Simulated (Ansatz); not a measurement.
# Ti (model cell, started as body-centred cubic): the cell at rest

Task: relax Ti (model cell, started as body-centred cubic) tightly.

Method: DFT PBEsol, scalar-relativistic, plane waves, PAW; PAW set soft_1, in Ansatz 0.2.0.

This is not the structure that Ti takes at ambient pressure and room temperature (hexagonal, No. 194); it is a model or a phase of other conditions.

### 1. Starting point

Symmetry: Im-3m, No. 229, cubic system. Conventional cell: a = 3.250 Å, b = 3.250 Å, c = 3.250 Å, α = 90.00°, β = 90.00°, γ = 90.00°. Nearest to Ti lie 8 Ti at 2.81 Å.

Coordinates:

```cif
data_structure
_symmetry_space_group_name_H-M 'Im-3m'
_symmetry_Int_Tables_number 229
_cell_length_a 3.2500
_cell_length_b 3.2500
_cell_length_c 3.2500
_cell_angle_alpha 90.000
_cell_angle_beta 90.000
_cell_angle_gamma 90.000
_cell_volume 34.33
loop_
_atom_site_label
_atom_site_type_symbol
_atom_site_symmetry_multiplicity
_atom_site_Wyckoff_symbol
_atom_site_fract_x
_atom_site_fract_y
_atom_site_fract_z
_atom_site_occupancy
Ti1 Ti 2 a 0.00000 0.00000 0.00000 1
```

### 2. A coarse first look

A quick single point on a coarse mesh tells whether the cell has a gap and how far it is from rest, which sets the k mesh and smearing that follow.

Input file input.yaml:

```yaml
crystal:
  lattice:
    - [-1.625, 1.625, 1.625]
    - [1.625, -1.625, 1.625]
    - [1.625, 1.625, -1.625]
  atoms:
    - { symbol: Ti, position: [0.0, 0.0, 0.0] }
kpoints:
  mp_grid: { grid: [8, 8, 8] }
hamiltonian:
  xc: pbesol
  pseudopotentials: { kind: paw, azcp: { folder: soft_1 }, xc_functional: pbe }
scf:
  occupations: { method: gaussian, width: 0.1 }
output:
  forces: true
  stress: true
  eigenvalues: true
```

Command:

```bash
$ ansatz run input.yaml --threads 4 --pin off --max-ram 16384MiB --backend cpu --events-out ev --progress --plain --runs-dir out
```

Numbers of over 12 decimals in the logs are rounded to 6 here.

Output:

```text
Engine: ansatz 0.2.0, aarch64-unknown-linux-gnu
Pseudopotentials: kind: paw
Pseudopotential: Ti, paw, valence charge 12, recommended cutoff 420 eV (normal), soft_1/Ti.paw.azcp
Functional definition: PBEsol
  exchange = pbesol_x
  correlation = pbesol_c
Crystal: 1 atoms, lattice volume = 17.164 Å³
[...]
k-point 1: bands = ["-43.1149", "-19.1982", "-19.1231", "-19.0904", "7.6639", "13.8556", "13.9953", "14.4838", "15.6671", "15.9146"]
  k-point 2: bands = ["-43.0649", "-19.4540", "-19.2028", "-19.0921", "9.0262", "13.3313", "13.5527", "15.5380", "15.6005", "16.0014"]
  k-point 28: bands = ["-42.8945", "-19.5785", "-19.5785", "-19.5785", "10.9435", "10.9435", "17.1049", "17.1049", "17.1049", "21.5288"]
[key lines of the parts left out:]
SCF converged after 6 iterations
Free energy (F): -2473.796133 eV
Fermi energy:    13.085516 eV
P = ⅓ Tr σ = -4.0986 GPa (-40.986 kbar)
```

The job ended after 0.83 s (4 threads of Arm Neoverse V1, shared host; peak memory 0.25 GiB; 1.2 s of CPU time).

This step gave:

* pressure: -4.099 GPa
* volume per atom: 17.16 Å³
* gap on the k-mesh: 0 eV

The coarse mesh shows no gap and a pressure of -4.1 GPa.

### 3. Bringing the structure to rest

Harmonic phonons are second derivatives at a point where the forces vanish, and they are wanted at zero stress, so atoms and cell are relaxed first.

Changes to input.yaml since step 2:

```diff
@@ -8,3 +8,3 @@
 kpoints:
-  mp_grid: { grid: [8, 8, 8] }
+  mp_grid: { grid: [18, 18, 18] }
 hamiltonian:
@@ -18 +18,6 @@
   eigenvalues: true
+relax:
+  adjacent_minimum: "off"
+  f_tol: 0.005
+  max_steps: 80
+  cell: { stress_tol: 0.05 }
```

Output:

```text
[...]
Crystal: 1 atoms, lattice volume = 17.164 Å³
Basis set: ecut = 420 eV, 321 PW (Γ), exchange–correlation on 40×40×40 points (8 copies of the dense FFT grid, shifted against one another)
Bands: 10, of which v1, the nominal top of the filled ones, is band 6 counted from 1 (5 counted from 0)
Symmetry: 48 space group operations
[...]
k-points: 195 of 5832
[...]
SCF iter   1: F=—  HF=-2474.003951 eV  |F-HF|=—  |Δ(HF+E_count)|=         —  Δρ=5.95e-2  dr2=6.51e-1  ethr=3.10e-3  ⟨swp⟩=4.2  Hψ=9965  notcnv=0
[...]
SCF iter   6: F=-2473.793697 eV  HF=-2473.793697 eV  |F-HF|=7.40e-9  |Δ(HF+E_count)|=   6.28e-7  Δρ=6.61e-6  dr2=5.88e-9  ethr=8.33e-10  ⟨swp⟩=5.5  Hψ=9254  notcnv=0
SCF 1 converged in 6 iterations: F = -2473.793697 eV  dr2 = 5.88e-9
[...]
relax step   1: F+E_penalty+E_count = -2473.79369718 eV  Δ(F+E_penalty+E_count) = +0.000e0 eV  max|allowed force component| = 0.000e0 eV/Å  Δτ_max = 0.0000 Å  P = -3.979 GPa  Ω = 17.164 Å³  (6 SCF iters, dr2 threshold 1.00e-7 eV, accepted)
Crystal: 1 atoms, lattice volume = 16.070 Å³
[...]
iter 1 solved again at ethr=4.52e-6 eV; its pass at ethr=3.10e-3 eV (dr2=5.42e-4 eV) is discarded
[...]
SCF iter   5: F=-2473.797174 eV  HF=-2473.797174 eV  |F-HF|=6.57e-10  |Δ(HF+E_count)|=   5.20e-7  Δρ=2.80e-6  dr2=5.33e-10  ethr=8.33e-10  ⟨swp⟩=4.7  Hψ=8379  notcnv=0
SCF 2 converged in 5 iterations: F = -2473.797174 eV  dr2 = 5.33e-10
relax step   2: F+E_penalty+E_count = -2473.79717355 eV  Δ(F+E_penalty+E_count) = -3.476e-3 eV  max|allowed force component| = 0.000e0 eV/Å  Δτ_max = 0.0000 Å  P = +3.374 GPa  Ω = 16.070 Å³  energy of the carried Pulay correction = +2.317e-4 eV  (5 SCF iters, dr2 threshold 1.00e-7 eV, accepted)
Crystal: 1 atoms, lattice volume = 16.554 Å³
[...]
SCF iter   5: F=-2473.801852 eV  HF=-2473.801852 eV  |F-HF|=1.72e-8  |Δ(HF+E_count)|=   8.03e-7  Δρ=7.46e-6  dr2=2.56e-9  ethr=8.33e-10  ⟨swp⟩=4.8  Hψ=8487  notcnv=0
SCF 3 converged in 5 iterations: F = -2473.801852 eV  dr2 = 2.56e-9
relax step   3: F+E_penalty+E_count = -2473.80185207 eV  Δ(F+E_penalty+E_count) = -4.679e-3 eV  max|allowed force component| = 0.000e0 eV/Å  Δτ_max = 0.0000 Å  P = -0.138 GPa  Ω = 16.554 Å³  energy of the carried Pulay correction = +1.273e-4 eV  (5 SCF iters, dr2 threshold 1.00e-7 eV, accepted)
[...]
relax step   4: F+E_penalty+E_count = -2473.80186494 eV  Δ(F+E_penalty+E_count) = -1.287e-5 eV  max|allowed force component| = 0.000e0 eV/Å  Δτ_max = 0.0000 Å  P = +0.002 GPa  Ω = 16.534 Å³  energy of the carried Pulay correction = +1.316e-4 eV  (2 SCF iters, dr2 threshold 4.74e-8 eV, accepted)
[...]
SCF iter   5: F=-2473.801707 eV  HF=-2473.801707 eV  |F-HF|=0.00e0  |Δ(HF+E_count)|=  5.00e-11  Δρ=4.39e-8  dr2=5.86e-14  ethr=1.00e-12  ⟨swp⟩=4.2  Hψ=6367  notcnv=0
SCF 5 converged in 5 iterations: F = -2473.801707 eV  dr2 = 5.86e-14
relax step   5: F+E_penalty+E_count = -2473.80170698 eV  Δ(F+E_penalty+E_count) = +1.580e-4 eV  max|allowed force component| = 0.000e0 eV/Å  Δτ_max = 0.0000 Å  P = +0.014 GPa  Ω = 16.534 Å³  stress off target by 1.42e-2 GPa  SCF on the basis re-selected at this cell (its energy is not comparable with the rows above)  (5 SCF iters)
basis re-selected at this cell: Δ(F+E_penalty+E_count) = +1.580e-4 eV, ΔP = +0.012 GPa vs the last step (what re-selecting the basis moved, of the pressure what is left beyond the Pulay correction that the steps carried, after the strain that the cell walked since its last selection, with what the two solves' SCF thresholds leave and, on support functions, any second-order correction that the steps lacked; it is no measure of the basis error at this ecutwfc). This SCF's stress stands 1.42e-2 GPa from its target on what of the cell is left free (relax.cell.stress_tol is 5.00e-2 GPa) and its largest allowed force component is 0.00e0 eV/Å (relax.f_tol is 5.00e-3 eV/Å): [rest of the remark cut]
SCF converged after 5 iterations
Free energy (F): -2473.801707 eV
[...]
Internal energy: -2473.790751 eV  (E = F + TS)
E sigma→0 (E₀):  -2473.796229 eV
Entropy (-TS):   -0.010956 eV (-10.956 meV/atom)
Fermi energy:    13.678876 eV
[...]
--- Stress (GPa, compression-positive) ---
        0.014173       0.000000       0.000000
        0.000000       0.014173       0.000000
        0.000000       0.000000       0.014173
  P = ⅓ Tr σ = 0.0142 GPa (0.142 kbar)
--- Band table (eV; the first three rows and the last of 195) ---
[...]
--- Relaxed structure (4 steps of the walk, 4 accepted, 1 SCFs on fresh bases) ---
  F+E_penalty+E_count = -2473.80170698 eV   max|allowed force component| = 0.000e0 eV/Å   (the final SCF, on the basis selected at the relaxed cell)
  cell:  # Å, volume = 16.5339 Å³
    - [-1.604864, 1.604864, 1.604864]
    - [1.604864, -1.604864, 1.604864]
    - [1.604864, 1.604864, -1.604864]
  atoms:
    - { symbol: Ti, position: [0.0, 0.0, 0.0] }
```

Run time: 3.4 s. Hardware: 4 threads; peak memory 0.33 GiB; 12 s of CPU time.

Step by step:

| step | energy less that of the first step (eV) | largest force component (eV/Å) | pressure (GPa) | volume (Å³) |
| --- | --- | --- | --- | --- |
| 1 | 0.0000 | 0.0000 | -3.98 | 17.16 |
| 2 | -0.0035 | 0.0000 | 3.37 | 16.07 |
| 3 | -0.0082 | 0.0000 | -0.14 | 16.55 |
| 4 | -0.0082 | 0.0000 | 0.00 | 16.53 |
| 5* | -0.0080 | 0.0000 | 0.01 | 16.53 |

Relaxation steps marked * repeat the geometry before them on a plane-wave basis chosen anew for their cell, so energy and pressure can jump there.

| conventional cell, symmetrised | before | after | change |
| --- | --- | --- | --- |
| a (Å) | 3.250 | 3.210 | -1.2 % |
| b (Å) | 3.250 | 3.210 | -1.2 % |
| c (Å) | 3.250 | 3.210 | -1.2 % |
| volume (Å³/atom) | 17.16 | 16.53 | -3.7 % |

The relaxed structure:

```cif
data_structure
_symmetry_space_group_name_H-M 'P 1'
_symmetry_Int_Tables_number 1
_cell_length_a 2.7797
_cell_length_b 2.7797
_cell_length_c 2.7797
_cell_angle_alpha 109.471
_cell_angle_beta 109.471
_cell_angle_gamma 109.471
_cell_volume 16.53
loop_
_atom_site_label
_atom_site_type_symbol
_atom_site_fract_x
_atom_site_fract_y
_atom_site_fract_z
_atom_site_occupancy
Ti1 Ti 0.00000 0.00000 0.00000 1
```

Numbers from this step:

```yaml
pressure: 0.01417 GPa
volume_per_atom: 16.53 Å³
```

In this step the volume went from 17.16 to 16.53 Å³/atom.

### 4. Relaxing to small forces for the phonons

Phonons need a cell at rest on their own settings, so the relaxation is repeated with tight tolerances on forces and stress on the k mesh and occupations of the first response run.

input.yaml, the sections that differ from step 3:

```yaml
crystal:
  lattice:
    - [-1.6048639171, 1.6048639171, 1.6048639171]
    - [1.6048639171, -1.6048639171, 1.6048639171]
    - [1.6048639171, 1.6048639171, -1.6048639171]
  atoms:
    - { symbol: Ti, position: [0.0, 0.0, 0.0] }
kpoints:
  mp_grid: { grid: [20, 20, 20] }
scf:
  occupations: { method: methfessel_paxton, width: 0.2 }
relax:
  adjacent_minimum: "off"
  f_tol: 0.001
  max_steps: 60
  cell: { stress_tol: 0.01 }
# hamiltonian, output: as in step 3
```

Output:

```text
[...]
Crystal: 1 atoms, lattice volume = 16.534 Å³
Basis set: ecut = 420 eV, 321 PW (Γ), exchange–correlation on 40×40×40 points (8 copies of the dense FFT grid, shifted against one another)
Bands: 10, of which v1, the nominal top of the filled ones, is band 6 counted from 1 (5 counted from 0)
[... 1 set-up line as in the run before ...]
[...]
k-points: 256 of 8000
[...]
-0.000000      -0.000000      -0.000664
  P = ⅓ Tr σ = -0.0007 GPa (-0.007 kbar)
--- Band table (eV; the first three rows and the last of 256) ---
[...]
--- Relaxed structure (3 steps of the walk, 3 accepted, 1 SCFs on fresh bases) ---
[...]
cell:  # Å, volume = 16.5165 Å³
    - [-1.604302, 1.604302, 1.604302]
    - [1.604302, -1.604302, 1.604302]
    - [1.604302, 1.604302, -1.604302]
  atoms:
    - { symbol: Ti, position: [0.0, 0.0, 0.0] }
[key lines of the parts left out:]
SCF converged after 5 iterations
Free energy (F): -2473.795980 eV
Fermi energy:    13.696620 eV
```

It took 3.2 s on 4 threads; peak memory 0.34 GiB.

Little changed from the start: no atom moved by 0.005 Å and no cell edge by 0.1 %.

This step gave:

- pressure: -6.64e-4 GPa
- volume per atom: 16.52 Å³

The forces vanish by symmetry and the pressure is -0.001 GPa, within the tolerances set. The cell now holds 16.52 Å³/atom.

### 5. What came out

| Property | Result |
| --- | --- |
| space group after relaxation (within 0.01 Å) | Im-3m |
| lattice constant a | 3.209 Å |
| lattice constant b | 3.209 Å |
| lattice constant c | 3.209 Å |
| volume per atom | 16.5 Å³ |

**Reading.** The forces vanish by symmetry and the pressure is -0.001 GPa, within the tolerances set. The cell now holds 16.52 Å³/atom. The relaxation keeps the symmetry of its start, so it says nothing on stability against lower symmetry. The PAW files were made for PBE and serve the other functionals too. The starting cell was built on a prototype and not taken from a measurement, so the phase need not exist.

[Logs are printed without paths, hosts, clocks, repeated set-up lines and the standing remarks that a program may print on its own settings, such as how far it seeks lower states.]

[Hosts, paths, dates, database ids (printed as entryN), source tags and the programs' standing remarks are cut or masked in the printed files.]
